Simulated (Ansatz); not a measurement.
**Mo wire along [100], 45 atoms a period: bands along the axis**

What gap, if any, does the Mo wire along [100], 45 atoms a period have, and how many channels would it open?

Method: DFT PBE, plane waves, PAW; relaxation of a wire's period; PAW set soft_1, in the first sound run; inputs show where later runs differ, in Ansatz 0.2.0.

## 1. Set-up

The cell holds 45 atoms: 45 Mo. Its edges and angles: a = 22.600 Å, b = 22.600 Å, c = 3.160 Å, α = 90.0°, β = 90.0°, γ = 90.0°. Vacuum lies along a and b. The structure's axis is c.

## 2. The relaxed wire

Band widths follow the bond lengths, so the wire is relaxed first. The atoms and the third cell vector are free; the box across stays fixed as vacuum. A Fermi-Dirac smearing is set since the result may be a metal. The pressure printed is a third of the stress's trace over the whole box, vacuum included; only the stress along the axis is relaxed.

The input, input.yaml:

```yaml
crystal:
  lattice:
    - [22.6, 0.0, 0.0]
    - [0.0, 22.6, 0.0]
    - [0.0, 0.0, 3.16]
  atoms:
    - { symbol: Mo, position: [0.220353982, 0.360176991, 0.0] }
    - { symbol: Mo, position: [0.220353982, 0.5, 0.0] }
    - { symbol: Mo, position: [0.220353982, 0.639823009, 0.0] }
    - { symbol: Mo, position: [0.360176991, 0.220353982, 0.0] }
    - { symbol: Mo, position: [0.360176991, 0.360176991, 0.0] }
    - { symbol: Mo, position: [0.360176991, 0.5, 0.0] }
    - { symbol: Mo, position: [0.360176991, 0.639823009, 0.0] }
    - { symbol: Mo, position: [0.360176991, 0.779646018, 0.0] }
    - { symbol: Mo, position: [0.5, 0.220353982, 0.0] }
    - { symbol: Mo, position: [0.5, 0.360176991, 0.0] }
    - { symbol: Mo, position: [0.5, 0.5, 0.0] }
    - { symbol: Mo, position: [0.5, 0.639823009, 0.0] }
    - { symbol: Mo, position: [0.5, 0.779646018, 0.0] }
    - { symbol: Mo, position: [0.639823009, 0.220353982, 0.0] }
    - { symbol: Mo, position: [0.639823009, 0.360176991, 0.0] }
    - { symbol: Mo, position: [0.639823009, 0.5, 0.0] }
    - { symbol: Mo, position: [0.639823009, 0.639823009, 0.0] }
    - { symbol: Mo, position: [0.639823009, 0.779646018, 0.0] }
    - { symbol: Mo, position: [0.779646018, 0.360176991, 0.0] }
    - { symbol: Mo, position: [0.779646018, 0.5, 0.0] }
    - { symbol: Mo, position: [0.779646018, 0.639823009, 0.0] }
    - { symbol: Mo, position: [0.150442478, 0.430088496, 0.5] }
    - { symbol: Mo, position: [0.150442478, 0.569911504, 0.5] }
    - { symbol: Mo, position: [0.290265487, 0.290265487, 0.5] }
    - { symbol: Mo, position: [0.290265487, 0.430088496, 0.5] }
    - { symbol: Mo, position: [0.290265487, 0.569911504, 0.5] }
    - { symbol: Mo, position: [0.290265487, 0.709734513, 0.5] }
    - { symbol: Mo, position: [0.430088496, 0.150442478, 0.5] }
    - { symbol: Mo, position: [0.430088496, 0.290265487, 0.5] }
    - { symbol: Mo, position: [0.430088496, 0.430088496, 0.5] }
    - { symbol: Mo, position: [0.430088496, 0.569911504, 0.5] }
    - { symbol: Mo, position: [0.430088496, 0.709734513, 0.5] }
    - { symbol: Mo, position: [0.430088496, 0.849557522, 0.5] }
    - { symbol: Mo, position: [0.569911504, 0.150442478, 0.5] }
    - { symbol: Mo, position: [0.569911504, 0.290265487, 0.5] }
    - { symbol: Mo, position: [0.569911504, 0.430088496, 0.5] }
    - { symbol: Mo, position: [0.569911504, 0.569911504, 0.5] }
    - { symbol: Mo, position: [0.569911504, 0.709734513, 0.5] }
    - { symbol: Mo, position: [0.569911504, 0.849557522, 0.5] }
    - { symbol: Mo, position: [0.709734513, 0.290265487, 0.5] }
    - { symbol: Mo, position: [0.709734513, 0.430088496, 0.5] }
    - { symbol: Mo, position: [0.709734513, 0.569911504, 0.5] }
    - { symbol: Mo, position: [0.709734513, 0.709734513, 0.5] }
    - { symbol: Mo, position: [0.849557522, 0.430088496, 0.5] }
    - { symbol: Mo, position: [0.849557522, 0.569911504, 0.5] }
kpoints:
  mp_grid: { grid: [1, 1, 26] }
scf:
  occupations: { method: fermi_dirac, width: 0.05 }
hamiltonian:
  xc: pbe
  pseudopotentials: { kind: paw, azcp: { folder: soft_1 } }
relax:
  cell: { fix: [a, b, alpha, beta, gamma] }
  max_steps: 45
  f_tol: 0.03
```

Run with:

```sh
$ ansatz run input.yaml --threads 16 --pin off --max-ram 61440MiB --backend cuda --events-out ev --progress --plain --runs-dir out --max-vram 78GiB
```

Numbers of over 12 decimals in the logs are rounded to 6 here.

Log:

```text
Engine: ansatz 0.2.0, aarch64-unknown-linux-gnu
Pseudopotentials: kind: paw
Pseudopotential: Mo, paw, valence charge 14, recommended cutoff 420 eV (normal), soft_1/Mo.paw.azcp
Functional definition: PBE
  parameter kappa = 0.804
  parameter beta = 0.066725
  exchange = pbe_x(kappa = kappa, mu = beta*pi^2/3)
  correlation = pbe_c(beta = beta)
[...]
Crystal: 45 atoms, lattice volume = 1614.002 Å³
Basis set: ecut = 420 eV, 31599 PW (Γ), exchange–correlation on 320×320×48 points (8 copies of the dense FFT grid, shifted against one another)
Bands: 378, of which v1, the nominal top of the filled ones, is band 315 counted from 1 (314 counted from 0)
Symmetry: 16 space group operations
Space group: P4/mmm (ITA 123), of the structure as read, at distance tolerance 1.2e-4 Å
k-points: 14 of 26
Non-local potential: Mo, projectors of the file, l = 0: 3, l = 1: 2, l = 2: 2, l = 3: 1
PAW form: soft (Blöchl's): semilocal exchange-correlation on the pseudo side does not see the compensation charge
PAW one-centre angular grid: Mo, 590 points (default); XC on 64 Gauss nodes
Initial density: superposition of atomic densities (neutral atoms: chi_scale 0, normalization atom)
Initial wavefunctions: pseudopotential atomic-orbital guess
[...]
Functional: x = pbe(κ = 0.804, μ = 0.219515), c = pbe(β = 0.066725)
SCF iter   1: F=—  HF=-223029.421749 eV  |F-HF|=—  |Δ(HF+E_count)|=         —  Δρ=7.33e-2  dr2=5.09e2  ethr=3.10e-3  ⟨swp⟩=10.1  Hψ=25142  notcnv=0
preconditioner: auto → LDOS  [metal: Δε(μ)=0.002 eV  Ē_g=4.203 eV  σ=0.050 eV  W_gap=0.01  n_scr=342 (ndim 8)  ℏωp=15.2 eV  f_vac=0.459  D(μ)=54.36/eV (n_scr^D=418)  β→1.0]
SCF iter   2: F=—  HF=-223000.208763 eV  |F-HF|=—  |Δ(HF+E_count)|=    2.92e1  Δρ=4.62e-2  dr2=1.02e2  ethr=3.10e-3  ⟨swp⟩=4.6  Hψ=15499  notcnv=0  defer=108
[...]
SCF iter  12: F=-222988.168244 eV  HF=-222988.168244 eV  |F-HF|=1.09e-8  |Δ(HF+E_count)|=   3.47e-7  Δρ=1.46e-6  dr2=8.25e-8  ethr=1.59e-11  ⟨swp⟩=5.1  Hψ=17144  notcnv=0
SCF 1 converged in 12 iterations: F = -222988.168244 eV  dr2 = 8.25e-8
  greatest PAW one-centre occupation: 0.999 electrons in one spin orbital (limit 2), on the Mo atom at site 10 (counted from 0), in its partial waves of l = 0
relax step   1: F+E_penalty+E_count = -222988.16824405 eV  Δ(F+E_penalty+E_count) = +0.000e0 eV  max|allowed force component| = 1.965e0 eV/Å  Δτ_max = 0.0000 Å  P = -4.955 GPa  Ω = 1614.002 Å³  fix = [a, b, alpha, beta, gamma]  reactions: a -4.703, b -4.703 GPa  (12 SCF iters, dr2 threshold 1.00e-7 eV, accepted)
[...]
Crystal: 45 atoms, lattice volume = 1551.019 Å³
Basis set: ecut = 420 eV, 30151 PW (Γ), exchange–correlation on 320×320×48 points (8 copies of the dense FFT grid, shifted against one another)
[...]
preconditioner: auto → LDOS  [metal: Δε(μ)=0.004 eV  Ē_g=3.941 eV  σ=0.050 eV  W_gap=0.02  n_scr=310 (ndim 8)  ℏωp=15.5 eV  f_vac=0.479  D(μ)=43.69/eV (n_scr^D=286)  β→1.0]
[...]
SCF 2 converged in 8 iterations: F = -222989.624004 eV  dr2 = 1.91e-6
  greatest PAW one-centre occupation: 0.999 electrons in one spin orbital (limit 2), on the Mo atom at site 19 (counted from 0), in its partial waves of l = 0
relax step   2: F+E_penalty+E_count = -222989.62400450 eV  Δ(F+E_penalty+E_count) = -1.456e0 eV  max|allowed force component| = 1.092e0 eV/Å  Δτ_max = 0.1949 Å  P = +2.891 GPa  Ω = 1551.019 Å³  energy of the carried Pulay correction = +6.917e-3 eV  fix = [a, b, alpha, beta, gamma]  reactions: a +1.521, b +1.521 GPa  (8 SCF iters, dr2 threshold 4.50e-6 eV, accepted)
[...]
Crystal: 45 atoms, lattice volume = 1610.823 Å³
[...]
SCF 3 converged in 8 iterations: F = -222990.492799 eV  dr2 = 2.12e-6
[...]
relax step   3: F+E_penalty+E_count = -222990.49279945 eV  Δ(F+E_penalty+E_count) = -8.688e-1 eV  max|allowed force component| = 3.471e-1 eV/Å  Δτ_max = 0.1291 Å  P = +0.181 GPa  Ω = 1610.823 Å³  energy of the carried Pulay correction = +3.426e-4 eV  fix = [a, b, alpha, beta, gamma]  reactions: a +0.962, b +0.962 GPa  (8 SCF iters, dr2 threshold 4.50e-6 eV, accepted)
[...]
Crystal: 45 atoms, lattice volume = 1586.483 Å³
[...]
SCF 4 converged in 8 iterations: F = -222990.716005 eV  dr2 = 2.06e-6
relax step   4: F+E_penalty+E_count = -222990.71600515 eV  Δ(F+E_penalty+E_count) = -2.232e-1 eV  max|allowed force component| = 1.669e-1 eV/Å  Δτ_max = 0.0907 Å  P = -0.078 GPa  Ω = 1586.483 Å³  energy of the carried Pulay correction = +2.989e-3 eV  fix = [a, b, alpha, beta, gamma]  reactions: a -0.346, b -0.346 GPa  (8 SCF iters, dr2 threshold 4.50e-6 eV, accepted)
[...]
relax step   5: F+E_penalty+E_count = -222990.75623952 eV  Δ(F+E_penalty+E_count) = -4.023e-2 eV  max|allowed force component| = 1.533e-1 eV/Å  Δτ_max = 0.0540 Å  P = +0.110 GPa  Ω = 1594.002 Å³  energy of the carried Pulay correction = +2.167e-3 eV  fix = [a, b, alpha, beta, gamma]  reactions: a +0.143, b +0.143 GPa  (8 SCF iters, dr2 threshold 1.74e-6 eV, accepted)
[...]
relax step   6: F+E_penalty+E_count = -222990.77601081 eV  Δ(F+E_penalty+E_count) = -1.977e-2 eV  max|allowed force component| = 9.519e-2 eV/Å  Δτ_max = 0.0256 Å  P = -0.035 GPa  Ω = 1593.732 Å³  energy of the carried Pulay correction = +2.196e-3 eV  fix = [a, b, alpha, beta, gamma]  reactions: a -0.070, b -0.070 GPa  (7 SCF iters, dr2 threshold 1.47e-6 eV, accepted)
[...]
relax step   7: F+E_penalty+E_count = -222990.78462766 eV  Δ(F+E_penalty+E_count) = -8.617e-3 eV  max|allowed force component| = 6.254e-2 eV/Å  Δτ_max = 0.0156 Å  P = -0.014 GPa  Ω = 1594.567 Å³  energy of the carried Pulay correction = +2.105e-3 eV  fix = [a, b, alpha, beta, gamma]  reactions: a -0.039, b -0.039 GPa  (7 SCF iters, dr2 threshold 5.66e-7 eV, accepted)
[...]
relax step   8: F+E_penalty+E_count = -222990.79049448 eV  Δ(F+E_penalty+E_count) = -5.867e-3 eV  max|allowed force component| = 5.302e-2 eV/Å  Δτ_max = 0.0275 Å  P = +0.025 GPa  Ω = 1595.443 Å³  energy of the carried Pulay correction = +2.010e-3 eV  fix = [a, b, alpha, beta, gamma]  reactions: a +0.011, b +0.011 GPa  (7 SCF iters, dr2 threshold 2.44e-7 eV, accepted)
[...]
relax step   9: F+E_penalty+E_count = -222990.79210897 eV  Δ(F+E_penalty+E_count) = -1.614e-3 eV  max|allowed force component| = 1.746e-2 eV/Å  Δτ_max = 0.0080 Å  P = -0.011 GPa  Ω = 1596.305 Å³  energy of the carried Pulay correction = +1.916e-3 eV  fix = [a, b, alpha, beta, gamma]  reactions: a -0.013, b -0.013 GPa  (7 SCF iters, dr2 threshold 1.76e-7 eV, accepted)
[...]
relax step  10: F+E_penalty+E_count = -222990.78995712 eV  Δ(F+E_penalty+E_count) = +2.152e-3 eV  max|allowed force component| = 1.752e-2 eV/Å  Δτ_max = 0.0000 Å  P = -0.009 GPa  Ω = 1596.305 Å³  fix = [a, b, alpha, beta, gamma]  reactions: a -0.011, b -0.011 GPa  stress off target by 6.52e-3 GPa on what of the cell is left free  SCF on the basis re-selected at this cell (its energy is not comparable with the rows above)  (5 SCF iters)
[...]
--- Relaxed structure (9 steps of the walk, 9 accepted, 1 SCFs on fresh bases) ---
  F+E_penalty+E_count = -222990.78995712 eV   max|allowed force component| = 1.752e-2 eV/Å   (the final SCF, on the basis selected at the relaxed cell)
  cell:  # Å, volume = 1596.3048 Å³
    - [22.6, 0.0, 0.0]
    - [0.0, 22.6, 0.0]
    - [0.0, 0.0, 3.125352]
  atoms:
    - { symbol: Mo, position: [0.221250, 0.362843, 0.0] }
    - { symbol: Mo, position: [0.219571, 0.500000, 0.0] }
    - { symbol: Mo, position: [0.221250, 0.637157, 0.0] }
    - { symbol: Mo, position: [0.362843, 0.221250, 0.0] }
    - { symbol: Mo, position: [0.359884, 0.359884, 0.0] }
    - { symbol: Mo, position: [0.360758, 0.500000, 0.0] }
    - { symbol: Mo, position: [0.359884, 0.640116, 0.0] }
    - { symbol: Mo, position: [0.362843, 0.778750, 0.0] }
    - { symbol: Mo, position: [0.500000, 0.219571, 0.0] }
    - { symbol: Mo, position: [0.500000, 0.360758, 0.0] }
    - { symbol: Mo, position: [0.500000, 0.500000, 0.0] }
    - { symbol: Mo, position: [0.500000, 0.639242, 0.0] }
    - { symbol: Mo, position: [0.500000, 0.780429, 0.0] }
    - { symbol: Mo, position: [0.637157, 0.221250, 0.0] }
    - { symbol: Mo, position: [0.640116, 0.359884, 0.0] }
    - { symbol: Mo, position: [0.639242, 0.500000, 0.0] }
    - { symbol: Mo, position: [0.640116, 0.640116, 0.0] }
    - { symbol: Mo, position: [0.637157, 0.778750, 0.0] }
    - { symbol: Mo, position: [0.778750, 0.362843, 0.0] }
    - { symbol: Mo, position: [0.780429, 0.500000, 0.0] }
    - { symbol: Mo, position: [0.778750, 0.637157, 0.0] }
    - { symbol: Mo, position: [0.160816, 0.427680, 0.5] }
    - { symbol: Mo, position: [0.160816, 0.572320, 0.5] }
    - { symbol: Mo, position: [0.293169, 0.293169, 0.5] }
    - { symbol: Mo, position: [0.291497, 0.429811, 0.5] }
    - { symbol: Mo, position: [0.291497, 0.570189, 0.5] }
    - { symbol: Mo, position: [0.293169, 0.706831, 0.5] }
    - { symbol: Mo, position: [0.427680, 0.160816, 0.5] }
    - { symbol: Mo, position: [0.429811, 0.291497, 0.5] }
    - { symbol: Mo, position: [0.430339, 0.430339, 0.5] }
    - { symbol: Mo, position: [0.430339, 0.569661, 0.5] }
    - { symbol: Mo, position: [0.429811, 0.708503, 0.5] }
    - { symbol: Mo, position: [0.427680, 0.839184, 0.5] }
    - { symbol: Mo, position: [0.572320, 0.160816, 0.5] }
    - { symbol: Mo, position: [0.570189, 0.291497, 0.5] }
    - { symbol: Mo, position: [0.569661, 0.430339, 0.5] }
    - { symbol: Mo, position: [0.569661, 0.569661, 0.5] }
    - { symbol: Mo, position: [0.570189, 0.708503, 0.5] }
    - { symbol: Mo, position: [0.572320, 0.839184, 0.5] }
    - { symbol: Mo, position: [0.706831, 0.293169, 0.5] }
    - { symbol: Mo, position: [0.708503, 0.429811, 0.5] }
    - { symbol: Mo, position: [0.708503, 0.570189, 0.5] }
    - { symbol: Mo, position: [0.706831, 0.706831, 0.5] }
    - { symbol: Mo, position: [0.839184, 0.427680, 0.5] }
    - { symbol: Mo, position: [0.839184, 0.572320, 0.5] }
```

Wall time 22 s (1 × NVIDIA GB200 with 16 threads of Arm Neoverse V2, shared host); peak memory 1.8 GiB.

Step by step:

```tsv
step	energy less that of the first step (eV)	largest force component (eV/Å)	pressure (GPa)	volume (Å³)
1	0.0000	1.9651	-4.96	1614.00
2	-1.4558	1.0925	2.89	1551.02
3	-2.3246	0.3471	0.18	1610.82
4	-2.5478	0.1669	-0.08	1586.48
5	-2.5880	0.1533	0.11	1594.00
6	-2.6078	0.0952	-0.03	1593.73
7	-2.6164	0.0625	-0.01	1594.57
8	-2.6222	0.0530	0.03	1595.44
9	-2.6239	0.0175	-0.01	1596.30
10	-2.6217	0.0175	-0.01	1596.30
```

The log counts 1 steps on a newly chosen plane-wave basis, not all of them marked here; energy and pressure can jump at such steps.

The run keeps the 16 symmetry operations that it works with, so distortions that break them were not tested.

```tsv
cell as run	before	after	change
c (Å)	3.160	3.125	-1.1 %
```

The atoms that moved most (Å, along periodic axes as changes of fractional coordinates times the final cell, across vacuum about the mean position):

```tsv
atom	dx	dy	dz	length
Mo44	-0.234	-0.054	0.000	0.241
Mo33	-0.054	-0.234	0.000	0.241
Mo39	0.054	-0.234	0.000	0.241
Mo45	-0.234	0.054	0.000	0.241
Mo28	-0.054	0.234	0.000	0.241
Mo22	0.234	-0.054	0.000	0.241
Mo23	0.234	0.054	0.000	0.241
Mo34	0.054	0.234	0.000	0.241
```

This step gave:

- energy at zero smearing: -222990.6091 eV
- cell length along the wire: 3.125 Å

The cell's length comes to 3.125 Å with spin left out.

## 3. Bands of the perfect wire

This step: DFT PBE, plane waves, PAW; bands of a perfect wire; PAW set soft_1 (Ansatz 0.2.0).

At the relaxed period the bands are computed along the axis; those that cross an energy going forward count the channels that a perfect wire would open there.

The input, input.yaml:

```yaml
crystal:
  lattice:
    - [22.6, 0.0, 0.0]
    - [0.0, 22.6, 0.0]
    - [0.0, 0.0, 3.1253520447]
  atoms:
    - { symbol: Mo, position: [0.221249551, 0.362842536, 0.0] }
    - { symbol: Mo, position: [0.219570921, 0.5, 0.0] }
    - { symbol: Mo, position: [0.221249551, 0.637157464, 0.0] }
    - { symbol: Mo, position: [0.362842536, 0.221249551, 0.0] }
    - { symbol: Mo, position: [0.35988372, 0.35988372, 0.0] }
    - { symbol: Mo, position: [0.360757628, 0.5, 0.0] }
    - { symbol: Mo, position: [0.35988372, 0.64011628, 0.0] }
    - { symbol: Mo, position: [0.362842536, 0.778750449, 0.0] }
    - { symbol: Mo, position: [0.5, 0.219570921, 0.0] }
    - { symbol: Mo, position: [0.5, 0.360757628, 0.0] }
    - { symbol: Mo, position: [0.5, 0.5, 0.0] }
    - { symbol: Mo, position: [0.5, 0.639242372, 0.0] }
    - { symbol: Mo, position: [0.5, 0.780429079, 0.0] }
    - { symbol: Mo, position: [0.637157464, 0.221249551, 0.0] }
    - { symbol: Mo, position: [0.64011628, 0.35988372, 0.0] }
    - { symbol: Mo, position: [0.639242372, 0.5, 0.0] }
    - { symbol: Mo, position: [0.64011628, 0.64011628, 0.0] }
    - { symbol: Mo, position: [0.637157464, 0.778750449, 0.0] }
    - { symbol: Mo, position: [0.778750449, 0.362842536, 0.0] }
    - { symbol: Mo, position: [0.780429079, 0.5, 0.0] }
    - { symbol: Mo, position: [0.778750449, 0.637157464, 0.0] }
    - { symbol: Mo, position: [0.160815616, 0.427680058, 0.5] }
    - { symbol: Mo, position: [0.160815616, 0.572319942, 0.5] }
    - { symbol: Mo, position: [0.293168612, 0.293168612, 0.5] }
    - { symbol: Mo, position: [0.29149698, 0.429810572, 0.5] }
    - { symbol: Mo, position: [0.29149698, 0.570189428, 0.5] }
    - { symbol: Mo, position: [0.293168612, 0.706831388, 0.5] }
    - { symbol: Mo, position: [0.427680058, 0.160815616, 0.5] }
    - { symbol: Mo, position: [0.429810572, 0.29149698, 0.5] }
    - { symbol: Mo, position: [0.430339368, 0.430339368, 0.5] }
    - { symbol: Mo, position: [0.430339368, 0.569660632, 0.5] }
    - { symbol: Mo, position: [0.429810572, 0.70850302, 0.5] }
    - { symbol: Mo, position: [0.427680058, 0.839184384, 0.5] }
    - { symbol: Mo, position: [0.572319942, 0.160815616, 0.5] }
    - { symbol: Mo, position: [0.570189428, 0.29149698, 0.5] }
    - { symbol: Mo, position: [0.569660632, 0.430339368, 0.5] }
    - { symbol: Mo, position: [0.569660632, 0.569660632, 0.5] }
    - { symbol: Mo, position: [0.570189428, 0.70850302, 0.5] }
    - { symbol: Mo, position: [0.572319942, 0.839184384, 0.5] }
    - { symbol: Mo, position: [0.706831388, 0.293168612, 0.5] }
    - { symbol: Mo, position: [0.70850302, 0.429810572, 0.5] }
    - { symbol: Mo, position: [0.70850302, 0.570189428, 0.5] }
    - { symbol: Mo, position: [0.706831388, 0.706831388, 0.5] }
    - { symbol: Mo, position: [0.839184384, 0.427680058, 0.5] }
    - { symbol: Mo, position: [0.839184384, 0.572319942, 0.5] }
kpoints:
  mp_grid: { grid: [1, 1, 26] }
  band_path: { path: ["Γ", Z], npoints: 90 }
scf:
  occupations: { method: fermi_dirac, width: 0.05 }
hamiltonian:
  xc: pbe
  pseudopotentials: { kind: paw, azcp: { folder: soft_1 } }
output:
  dos: { e_range: [-5, 4] }
  write_potential: true
  write_density: true
  volumetric_format: npy
```

Log:

```text
[...]
Crystal: 45 atoms, lattice volume = 1596.305 Å³
Basis set: ecut = 420 eV, 31215 PW (Γ)
Bands: 378, of which v1, the nominal top of the filled ones, is band 315 counted from 1 (314 counted from 0)
[... 1 set-up line as in the run before ...]
[...]
k-points: 14 of 26
[...]
SCF iter   1: F=—  HF=-223028.884901 eV  |F-HF|=—  |Δ(HF+E_count)|=         —  Δρ=6.93e-2  dr2=3.39e2  ethr=3.10e-3  ⟨swp⟩=10.9  Hψ=27082  notcnv=0  defer=1
[...]
SCF iter   6: F=—  HF=-222990.791293 eV  |F-HF|=—  |Δ(HF+E_count)|=   2.38e-4  Δρ=4.68e-4  dr2=8.35e-3  ethr=1.23e-5  ⟨swp⟩=2.2  Hψ=7279  notcnv=0  defer=165
[...]
SCF iter  10: F=—  HF=-222990.790214 eV  |F-HF|=—  |Δ(HF+E_count)|=   1.64e-3  Δρ=6.74e-6  dr2=2.35e-6  ethr=1.92e-9  ⟨swp⟩=2.8  Hψ=8863  notcnv=0  defer=165
[...]
SCF iter  12: F=-222990.790216 eV  HF=-222990.790216 eV  |F-HF|=1.11e-9  |Δ(HF+E_count)|=   2.39e-7  Δρ=1.10e-6  dr2=4.63e-8  ethr=1.59e-11  ⟨swp⟩=14.5  Hψ=18661  notcnv=0
SCF 1 converged in 12 iterations: F = -222990.790216 eV  dr2 = 4.63e-8
[...]
NSCF: frozen V_eff on 91 k-points
[...]
SCF converged after 12 iterations
[...]
```

Wall time 15 s (1 × NVIDIA GB200 with 16 threads); peak memory 4.2 GiB.

Numbers from this step:

* energy at zero smearing: -222990.6093 eV
* band gap: 0 eV

Electronic bands along the path, in eV, zero at the Fermi level; # counts the bands kept:

```tsv
point	#29	#30	#31	#32	#33	#34	#35	#36
Γ	-0.28	-0.20	-0.20	-0.11	-0.08	-0.04	-0.04	0.08
halfway	-0.06	-0.03	-0.03	0.01	0.08	0.21	0.23	0.23
Z	0.32	0.32	0.39	0.39	0.43	0.43	0.55	0.58
```

Between Γ and Z the bands cross the Fermi level 29 times, so a perfect wire would conduct at least 29 G₀, with spin left out.

## 4. Outcome

```json
{
  "cell length, PBE": "3.125 Å",
  "ballistic conductance by band crossings, a lower bound, PBE": "29 G₀"
}
```

**Reading.** Under PBE the cell's length is 3.13 Å, and the bands cross the Fermi level 29 times between Γ and Z, which gives a perfect wire at least 29 G₀ (opposite crossings within one step of the path cancel in such a count). No spin was allowed, though thin wires with open d shells can turn magnetic.

[Logs are printed without paths, hosts, clocks, repeated set-up lines and the standing remarks that a program may print on its own settings, such as how far it seeks lower states.]

[Hosts, paths, dates, database ids (printed as entryN), source tags and the programs' standing remarks are cut or masked in the printed files.]
